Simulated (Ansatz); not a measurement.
# linear Ge chain under tension and compression, part 2 of 2

Does stretching change the magnetism or the channel count of the linear Ge chain?

Ansatz 0.2.0; DFT PBE, plane waves, PAW; relaxation of a chain's period (the session's first sound run).

So far, conductance of the lead as this run defines it (G₀): step 3 (At a set period, period over the relaxed period 0.88 …) 3.00.

### 4. The chain at a fixed length, period over the relaxed period 0.92, k-mesh 1×1×37

Level of this step: DFT PBE, plane waves, PAW; channels and complex bands of a perfect chain (Ansatz).

The period is set to 0.92 times the relaxed one: shorter bonds widen the bands.

The cell differs from the one that the last finished run ended in (c 2.073 → 2.167 Å).

input.yaml reads:

```yaml
crystal:
  lattice:
    - [7.5, 0.0, 0.0]
    - [0.0, 7.5, 0.0]
    - [0.0, 0.0, 2.1673717861]
  atoms:
    - { symbol: Ge, position: [0.5, 0.5, 0.0], spin: 0.3 }
magnetization:
  spin_polarized: true
kpoints:
  mp_grid: { grid: [1, 1, 37] }
scf:
  occupations: { method: fermi_dirac, width: 0.05 }
hamiltonian:
  xc: pbe
output:
  transmission:
    e_range: [-2, 2]
    de: 0.035
    kmesh: [1, 1]
    reduced_basis: true
    leads: [[0, 0]]
  stress: true
```

Run with:

```
$ ansatz run input.yaml --threads 4 --pin off --max-ram 8192MiB --backend cpu --events-out ev --progress --plain --runs-dir out
```

Numbers of over 12 decimals in the logs are rounded to 6 here.

Log:

```text
[...]
Crystal: 1 atoms, lattice volume = 121.915 Å³
Basis set: ecut = 420 eV, 2407 PW (Γ)
Bands: 12, of which v1, the nominal top of the filled ones, is band 7 counted from 1 (6 counted from 0)
Symmetry: 16 space group operations
[...]
k-points: 19 of 37
[...]
Starting moments: Σ|m| = 0.3 μB on 1 of 1 site
[...]
--- Transmission ---
  basis      : 497 plane waves across, 3 finite elements along
  points     : 1, standing for a mesh of 1 x 1
[...]
crystal 0  : Ge1, at the sites [0, 0], period 2.1674 Å: whole cells are its period
[...]
filled         : 14.2 meV under the level at which it is neutral
    channels       : 3.000000e0 up, 3.000000e0 down
[...]
[key lines of the parts left out:]
SCF converged after 14 iterations
Magnetization: 0.0000 μB (7.0000 up, 7.0000 down)
Free energy (F): -4293.233846 eV
Fermi energy:    -2.474351 eV
P = ⅓ Tr σ = 2.3632 GPa (23.632 kbar)
```

Elapsed: 12 s, on 4 threads of Arm Neoverse V2, shared host; peak memory 0.41 GiB; 43 s of CPU time.

At the computed energy nearest the Fermi level there are 3 spin-up and 3 spin-down channels, and the thermal average gives 3.00 G₀.

### 5. The chain at a fixed length, period over the relaxed period 0.96, k-mesh 1×1×36

The period is set to 0.96 times the relaxed one: shorter bonds widen the bands.

The cell differs from the one that the last finished run ended in (c 2.167 → 2.262 Å).

input.yaml: that of step 4 with these lines changed.

```diff
@@ -4,3 +4,3 @@
     - [0.0, 7.5, 0.0]
-    - [0.0, 0.0, 2.1673717861]
+    - [0.0, 0.0, 2.261605342]
   atoms:
@@ -10,3 +10,3 @@
 kpoints:
-  mp_grid: { grid: [1, 1, 37] }
+  mp_grid: { grid: [1, 1, 36] }
 scf:
```

Log:

```text
[...]
Crystal: 1 atoms, lattice volume = 127.215 Å³
Basis set: ecut = 420 eV, 2511 PW (Γ)
Bands: 12, of which v1, the nominal top of the filled ones, is band 7 counted from 1 (6 counted from 0)
Symmetry: 16 space group operations
[...]
k-points: 19 of 36
[...]
Starting moments: Σ|m| = 0.3 μB on 1 of 1 site
[...]
--- Transmission ---
  basis      : 497 plane waves across, 3 finite elements along
  points     : 1, standing for a mesh of 1 x 1
[...]
crystal 0  : Ge1, at the sites [0, 0], period 2.2616 Å: whole cells are its period
[...]
filled         : 63.0 meV under the level at which it is neutral
    channels       : 3.000000e0 up, 3.000000e0 down
[...]
[key lines of the parts left out:]
SCF converged after 13 iterations
Magnetization: 0.0000 μB (7.0000 up, 7.0000 down)
Free energy (F): -4293.382071 eV
Fermi energy:    -2.609707 eV
P = ⅓ Tr σ = 1.1749 GPa (11.749 kbar)
```

Wall time 12 s (4 threads); peak memory 0.41 GiB; 40 s of CPU time.

At the computed energy nearest the Fermi level there are 3 spin-up and 3 spin-down channels, and the thermal average gives 3.00 G₀.

### 6. The chain at a fixed length, period over the relaxed period 1, k-mesh 1×1×34

The period is set to 1.0 times the relaxed one, as the point of reference.

input.yaml: that of step 5 with these lines changed.

```diff
@@ -4,3 +4,3 @@
     - [0.0, 7.5, 0.0]
-    - [0.0, 0.0, 2.261605342]
+    - [0.0, 0.0, 2.3558388979]
   atoms:
@@ -10,3 +10,3 @@
 kpoints:
-  mp_grid: { grid: [1, 1, 36] }
+  mp_grid: { grid: [1, 1, 34] }
 scf:
```

Log:

```text
[...]
Crystal: 1 atoms, lattice volume = 132.516 Å³
Basis set: ecut = 420 eV, 2583 PW (Γ)
Bands: 12, of which v1, the nominal top of the filled ones, is band 7 counted from 1 (6 counted from 0)
Symmetry: 16 space group operations
[...]
k-points: 18 of 34
[...]
Starting moments: Σ|m| = 0.3 μB on 1 of 1 site
[...]
--- Transmission ---
  basis      : 497 plane waves across, 3 finite elements along
  points     : 1, standing for a mesh of 1 x 1
[...]
crystal 0  : Ge1, at the sites [0, 0], period 2.3558 Å: whole cells are its period
[...]
filled         : 24.8 meV over the level at which it is neutral
    channels       : 3.000000e0 up, 3.000000e0 down
[...]
[key lines of the parts left out:]
SCF converged after 14 iterations
Magnetization: 0.0000 μB (7.0000 up, 7.0000 down)
Free energy (F): -4293.439138 eV
Fermi energy:    -2.586508 eV
P = ⅓ Tr σ = 0.2560 GPa (2.560 kbar)
```

The job ended after 12 s (4 threads; peak memory 0.41 GiB).

Open channels of the lead against energy, zero at the Fermi level:

```csv
energy (eV),spin up,spin down
-2.000,1,1
-1.790,1,1
-1.615,1,1
-1.405,1,1
-1.195,1,1
-0.985,3,3
-0.810,3,3
-0.600,3,3
-0.390,3,3
-0.215,3,3
-0.005,3,3
0.205,3,3
0.415,3,3
0.590,3,3
0.800,3,3
1.010,3,3
1.185,3,3
1.395,3,3
1.605,3,3
1.815,3,3
```

At the computed energy nearest the Fermi level there are 3 spin-up and 3 spin-down channels, and the thermal average gives 3.00 G₀.

### 7. The chain at a fixed length, period over the relaxed period 1.04, k-mesh 1×1×33

The period is set to 1.04 times the relaxed one: longer bonds narrow the bands.

The cell differs from the one that the last finished run ended in (c 2.356 → 2.450 Å).

input.yaml: that of step 6 with these lines changed.

```diff
@@ -4,3 +4,3 @@
     - [0.0, 7.5, 0.0]
-    - [0.0, 0.0, 2.3558388979]
+    - [0.0, 0.0, 2.4500724538]
   atoms:
@@ -10,3 +10,3 @@
 kpoints:
-  mp_grid: { grid: [1, 1, 34] }
+  mp_grid: { grid: [1, 1, 33] }
 scf:
```

Log:

```text
[...]
Crystal: 1 atoms, lattice volume = 137.817 Å³
Basis set: ecut = 420 eV, 2665 PW (Γ)
Bands: 12, of which v1, the nominal top of the filled ones, is band 7 counted from 1 (6 counted from 0)
Symmetry: 16 space group operations
[...]
k-points: 17 of 33
[...]
Starting moments: Σ|m| = 0.3 μB on 1 of 1 site
[...]
--- Transmission ---
  basis      : 497 plane waves across, 4 finite elements along
  points     : 1, standing for a mesh of 1 x 1
[...]
crystal 0  : Ge1, at the sites [0, 0], period 2.4501 Å: whole cells are its period
[...]
filled         : 45.5 meV under the level at which it is neutral
    channels       : 3.000000e0 up, 3.000000e0 down
[...]
[key lines of the parts left out:]
SCF converged after 14 iterations
Magnetization: 0.0000 μB (7.0000 up, 7.0000 down)
Free energy (F): -4293.420149 eV
Fermi energy:    -2.661506 eV
P = ⅓ Tr σ = -0.2203 GPa (-2.203 kbar)
```

Run time: 14 s. Hardware: 4 threads; peak memory 0.46 GiB.

At the computed energy nearest the Fermi level there are 3 spin-up and 3 spin-down channels, and the thermal average gives 3.00 G₀. The change of length costs 0.019 eV a cell and leaves no moment.

### 8. The chain at a fixed length, period over the relaxed period 1.08, k-mesh 1×1×32

The period is set to 1.08 times the relaxed one: longer bonds narrow the bands.

The cell differs from the one that the last finished run ended in (c 2.450 → 2.544 Å).

input.yaml: that of step 7 with these lines changed.

```diff
@@ -4,3 +4,3 @@
     - [0.0, 7.5, 0.0]
-    - [0.0, 0.0, 2.4500724538]
+    - [0.0, 0.0, 2.5443060098]
   atoms:
@@ -10,3 +10,3 @@
 kpoints:
-  mp_grid: { grid: [1, 1, 33] }
+  mp_grid: { grid: [1, 1, 32] }
 scf:
```

Log:

```text
[...]
Crystal: 1 atoms, lattice volume = 143.117 Å³
Basis set: ecut = 420 eV, 2817 PW (Γ)
Bands: 12, of which v1, the nominal top of the filled ones, is band 7 counted from 1 (6 counted from 0)
Symmetry: 16 space group operations
[...]
k-points: 17 of 32
[...]
Starting moments: Σ|m| = 0.3 μB on 1 of 1 site
[...]
--- Transmission ---
  basis      : 497 plane waves across, 4 finite elements along
  points     : 1, standing for a mesh of 1 x 1
[...]
crystal 0  : Ge1, at the sites [0, 0], period 2.5443 Å: whole cells are its period
[...]
filled         : 11.5 meV under the level at which it is neutral
    channels       : 3.000000e0 up, 3.000000e0 down
[...]
[key lines of the parts left out:]
SCF converged after 15 iterations
Magnetization: -0.0000 μB (7.0000 up, 7.0000 down)
Free energy (F): -4293.348292 eV
Fermi energy:    -2.645720 eV
P = ⅓ Tr σ = -0.6428 GPa (-6.428 kbar)
```

It took 14 s on 4 threads; peak memory 0.45 GiB.

At the computed energy nearest the Fermi level there are 3 spin-up and 3 spin-down channels, and the thermal average gives 3.00 G₀. The change of length costs 0.094 eV a cell and leaves no moment.

### 9. The chain at a fixed length, period over the relaxed period 1.13, k-mesh 1×1×31

The period is set to 1.13 times the relaxed one: longer bonds narrow the bands.

The cell differs from the one that the last finished run ended in (c 2.544 → 2.662 Å).

input.yaml: that of step 8 with these lines changed.

```diff
@@ -4,3 +4,3 @@
     - [0.0, 7.5, 0.0]
-    - [0.0, 0.0, 2.5443060098]
+    - [0.0, 0.0, 2.6620979547]
   atoms:
@@ -10,3 +10,3 @@
 kpoints:
-  mp_grid: { grid: [1, 1, 32] }
+  mp_grid: { grid: [1, 1, 31] }
 scf:
```

Log:

```text
[...]
Crystal: 1 atoms, lattice volume = 149.743 Å³
Basis set: ecut = 420 eV, 3009 PW (Γ)
Bands: 12, of which v1, the nominal top of the filled ones, is band 7 counted from 1 (6 counted from 0)
Symmetry: 16 space group operations
[...]
k-points: 16 of 31
[...]
Starting moments: Σ|m| = 0.3 μB on 1 of 1 site
[...]
--- Transmission ---
  basis      : 497 plane waves across, 4 finite elements along
  points     : 1, standing for a mesh of 1 x 1
[...]
crystal 0  : Ge1, at the sites [0, 0], period 2.6621 Å: whole cells are its period
[...]
filled         : 34.4 meV over the level at which it is neutral
    channels       : 3.000000e0 up, 3.000000e0 down
[...]
[key lines of the parts left out:]
SCF converged after 14 iterations
Magnetization: 0.0000 μB (7.0000 up, 7.0000 down)
Free energy (F): -4293.225680 eV
Fermi energy:    -2.643585 eV
P = ⅓ Tr σ = -1.1040 GPa (-11.040 kbar)
```

Wall time 14 s (4 threads); peak memory 0.45 GiB.

At the computed energy nearest the Fermi level there are 3 spin-up and 3 spin-down channels, and the thermal average gives 3.00 G₀. The change of length costs 0.216 eV a cell and leaves no moment.

### 10. At a set period, period over the relaxed period 1.2, k-mesh 1×1×29

The period is set to 1.2 times the relaxed one: longer bonds narrow the bands.

The cell differs from the one that the last finished run ended in (c 2.662 → 2.827 Å).

input.yaml: that of step 9 with these lines changed.

```diff
@@ -4,3 +4,3 @@
     - [0.0, 7.5, 0.0]
-    - [0.0, 0.0, 2.6620979547]
+    - [0.0, 0.0, 2.8270066775]
   atoms:
@@ -10,3 +10,3 @@
 kpoints:
-  mp_grid: { grid: [1, 1, 31] }
+  mp_grid: { grid: [1, 1, 29] }
 scf:
```

Log:

```text
[...]
Crystal: 1 atoms, lattice volume = 159.019 Å³
Basis set: ecut = 420 eV, 3129 PW (Γ)
Bands: 12, of which v1, the nominal top of the filled ones, is band 7 counted from 1 (6 counted from 0)
Symmetry: 16 space group operations
[...]
k-points: 15 of 29
[...]
Starting moments: Σ|m| = 0.3 μB on 1 of 1 site
[...]
--- Transmission ---
  basis      : 497 plane waves across, 4 finite elements along
  points     : 1, standing for a mesh of 1 x 1
[...]
crystal 0  : Ge1, at the sites [0, 0], period 2.8270 Å: whole cells are its period
[...]
filled         : 2.7 meV under the level at which it is neutral
    channels       : 3.000000e0 up, 3.000000e0 down
[...]
[key lines of the parts left out:]
SCF converged after 16 iterations
Magnetization: -0.0000 μB (7.0000 up, 7.0000 down)
Free energy (F): -4293.001410 eV
Fermi energy:    -2.648099 eV
P = ⅓ Tr σ = -1.2382 GPa (-12.382 kbar)
```

It took 9.5 s on 4 threads; peak memory 0.4 GiB.

At the computed energy nearest the Fermi level there are 3 spin-up and 3 spin-down channels, and the thermal average gives 3.00 G₀. The change of length costs 0.443 eV a cell and leaves no moment.

### 11. The chain at a fixed length, period over the relaxed period 1.3, k-mesh 1×1×27

The period is set to 1.3 times the relaxed one: longer bonds narrow the bands.

The cell differs from the one that the last finished run ended in (c 2.827 → 3.063 Å).

input.yaml: that of step 10 with these lines changed.

```diff
@@ -4,3 +4,3 @@
     - [0.0, 7.5, 0.0]
-    - [0.0, 0.0, 2.8270066775]
+    - [0.0, 0.0, 3.0625905673]
   atoms:
@@ -10,3 +10,3 @@
 kpoints:
-  mp_grid: { grid: [1, 1, 29] }
+  mp_grid: { grid: [1, 1, 27] }
 scf:
```

Log:

```text
[...]
Crystal: 1 atoms, lattice volume = 172.271 Å³
Basis set: ecut = 420 eV, 3379 PW (Γ)
Bands: 12, of which v1, the nominal top of the filled ones, is band 7 counted from 1 (6 counted from 0)
Symmetry: 16 space group operations
[...]
k-points: 14 of 27
[...]
Starting moments: Σ|m| = 0.3 μB on 1 of 1 site
[...]
--- Transmission ---
  basis      : 497 plane waves across, 4 finite elements along
  points     : 1, standing for a mesh of 1 x 1
[...]
crystal 0  : Ge1, at the sites [0, 0], period 3.0626 Å: whole cells are its period
[...]
filled         : 13.3 meV under the level at which it is neutral
    channels       : 3.000000e0 up, 3.000000e0 down
[...]
[key lines of the parts left out:]
SCF converged after 15 iterations
Magnetization: -0.0000 μB (7.0000 up, 7.0000 down)
Free energy (F): -4292.652841 eV
Fermi energy:    -2.634914 eV
P = ⅓ Tr σ = -1.2865 GPa (-12.865 kbar)
```

The job ended after 9.6 s (4 threads; peak memory 0.4 GiB; 34 s of CPU time).

Table of open channels of the lead by energy, zero at the Fermi level:

```csv
energy (eV),spin up,spin down
-2.00,0,0
-1.90,0,0
-1.79,1,1
-1.69,1,1
-1.58,1,1
-1.48,1,1
-1.37,1,1
-1.23,1,1
-1.12,1,1
-1.02,1,1
-0.92,1,1
-0.81,1,1
-0.70,1,1
-0.60,1,1
-0.49,1,1
-0.39,1,1
-0.28,3,3
-0.18,3,3
-0.07,3,3
-0.01,3,3
0.07,3,3
0.17,3,3
0.28,3,3
0.38,3,3
0.48,3,3
0.59,3,3
0.69,3,3
0.80,3,3
0.91,3,3
1.01,3,3
1.11,3,3
1.22,3,3
1.36,3,3
1.47,3,3
1.57,3,3
1.68,3,3
1.78,3,3
1.89,1,1
1.99,1,1
```

At the computed energy nearest the Fermi level there are 3 spin-up and 3 spin-down channels, and the thermal average gives 3.00 G₀. The change of length costs 0.792 eV a cell and leaves no moment.

### 12. Comparing the runs

Times are for 4 threads of Arm Neoverse V2, shared host. The runs compared:

```csv
no.,period over the relaxed period,conductance of the lead as this run defines it (G₀),energy at zero smearing less the lowest (eV),time,memory (GiB)
1,0.88,3.000,0.4737,14 s,0.42
2,0.92,3.000,0.2065,12 s,0.41
3,0.96,3.000,0.05746,12 s,0.41
4,1,3.000,0,12 s,0.41
5,1.04,3.000,0.01936,14 s,0.46
6,1.08,3.000,0.09387,14 s,0.45
7,1.13,3.000,0.2158,14 s,0.45
8,1.2,3.000,0.4426,9.5 s,0.4
9,1.3,3.000,0.7918,9.6 s,0.4
```

### 13. A repeat with changed settings: output.transmission.reduced_basis = false

This step: DFT PBE, plane waves, PAW; channels and complex bands of a perfect chain; changed: output.transmission.reduced_basis = false (Ansatz 0.2.0).

The atoms of the run at the relaxed period are kept and the input is varied, to see whether the result depends on it.

input.yaml, the sections that differ from step 11:

```yaml
crystal:
  lattice:
    - [7.5, 0.0, 0.0]
    - [0.0, 7.5, 0.0]
    - [0.0, 0.0, 2.3558388979]
  atoms:
    - { symbol: Ge, position: [0.5, 0.5, 0.0], spin: 0.3 }
kpoints:
  mp_grid: { grid: [1, 1, 34] }
output:
  transmission:
    e_range: [-2, 2]
    de: 0.035
    kmesh: [1, 1]
    reduced_basis: false
    leads: [[0, 0]]
  stress: true
# magnetization, scf, hamiltonian: as in step 11
```

Log:

```text
[...]
Crystal: 1 atoms, lattice volume = 132.516 Å³
Basis set: ecut = 420 eV, 2583 PW (Γ)
Bands: 12, of which v1, the nominal top of the filled ones, is band 7 counted from 1 (6 counted from 0)
Symmetry: 16 space group operations
[...]
k-points: 18 of 34
[...]
Starting moments: Σ|m| = 0.3 μB on 1 of 1 site
[...]
SCF iter  14: F=-4293.439138 eV  HF=-4293.439138 eV  |F-HF|=0.00e0  |Δ(HF+E_count)|=  3.17e-10  Δρ=2.02e-8 (↑1.98e-8 ↓2.02e-8)  dr2=1.19e-13  dr2_m=4.33e-13  M=0.000 μB ∫|m|=0.000 μB  ethr=1.00e-12  ⟨swp⟩=3.1  Hψ=916  notcnv=0
SCF 1 converged in 14 iterations: F = -4293.439138 eV  dr2 = 1.19e-13
[...]
transmission: 3 of 6 steps passed
transmission: 6 of 6 steps passed
SCF converged after 14 iterations
Magnetization: 0.0000 μB (7.0000 up, 7.0000 down)
Absolute magnetization: 0.0000 μB (∫|ρ↑−ρ↓|, with the PAW one-centre terms)
[...]
Per-site moments (μB) at R_I (Å): [(3.982512280286822e-7, 0.971784)]
Free energy (F): -4293.439138 eV
[...]
Internal energy: -4293.431988 eV  (E = F + TS)
E sigma→0 (E₀):  -4293.435563 eV
Entropy (-TS):   -0.007151 eV (-7.151 meV/atom)
Fermi energy:    -2.586508 eV
[...]
--- Stress (GPa, compression-positive) ---
        0.174601      -0.000000       0.000000
       -0.000000       0.174601       0.000000
        0.000000       0.000000       0.418937
  P = ⅓ Tr σ = 0.2560 GPa (2.560 kbar)
--- Band table (eV; the first three rows and the last of 36) ---
  k-point 0 ↑: bands = [... 3 lower, -26.8263, -26.8263, -12.5058, -3.7167, -3.7167, 0.8077, 2.3861, 3.7022, ... 1 higher]
  k-point 1 ↑: bands = [... 3 lower, -26.8284, -26.8284, -12.4834, -3.6921, -3.6921, 0.8306, 2.4094, 3.7253, ... 1 higher]
  k-point 2 ↑: bands = [... 3 lower, -26.8348, -26.8348, -12.4162, -3.6187, -3.6187, 0.8991, 2.4792, 3.7945, ... 1 higher]
  k-point 17 ↓: bands = [... 3 lower, -26.9185, -26.6969, -5.8195, -5.6459, 1.6787, 1.6787, 5.3092, 5.3092, ... 1 higher]
--- Transmission ---
  basis      : 497 plane waves across, 3 finite elements along
  points     : 1, standing for a mesh of 1 x 1
[...]
crystal 0  : Ge1, at the sites [0, 0], period 2.3558 Å: whole cells are its period
[...]
filled         : 24.8 meV over the level at which it is neutral
    channels       : 3.000000e0 up, 3.000000e0 down
[...]
```

It took 2.7 min on 4 threads; peak memory 2.3 GiB; 11 min of CPU time.

Numbers from this step:

* energy at zero smearing: -4293.4356 eV

The open channels of the lead by energy, zero at the Fermi level:

```csv
energy (eV),spin up,spin down
-2.00,1,1
-1.90,1,1
-1.79,1,1
-1.69,1,1
-1.58,1,1
-1.48,1,1
-1.37,1,1
-1.23,1,1
-1.12,3,3
-1.02,3,3
-0.92,3,3
-0.81,3,3
-0.70,3,3
-0.60,3,3
-0.49,3,3
-0.39,3,3
-0.28,3,3
-0.18,3,3
-0.07,3,3
-0.01,3,3
0.07,3,3
0.17,3,3
0.28,3,3
0.38,3,3
0.48,3,3
0.59,3,3
0.69,3,3
0.80,3,3
0.91,3,3
1.01,3,3
1.11,3,3
1.22,3,3
1.36,3,3
1.47,3,3
1.57,3,3
1.68,3,3
1.78,3,3
1.89,3,3
1.99,3,3
```

It took 2.7 min against 12 s for the run it varies, and the conductance is 3.00 G₀ against 3.00 G₀.

The channels at the energy nearest the Fermi level, spin up, channels at the energy nearest the Fermi level, spin down and conductance of the lead as this run defines it stay within 0.2 % plus 0.001 of the run it varies.

### 14. Results

* relaxed cell length: 2.356 Å
* conductance at period × 0.88: 3.00 G₀
* conductance at period × 1.0: 3.00 G₀
* conductance at period × 1.13: 3.00 G₀
* conductance at period × 1.3: 3.00 G₀
* absolute moment at period × 0.88: 0 μB
* absolute moment at period × 1.0: 0 μB
* absolute moment at period × 1.3: 0 μB

In words: No moment survives at any length. Transport is coherent and elastic here: the atoms are frozen, so scattering by vibrations plays no part. The lead's cell of one atom keeps the chain straight and evenly spaced; a zigzag or dimerised form may lie lower.

[Logs are printed without paths, hosts, clocks, repeated set-up lines and the standing remarks that a program may print on its own settings, such as how far it seeks lower states.]

[Hosts, paths, dates, database ids (printed as entryN), source tags and the programs' standing remarks are cut or masked in the printed files.]
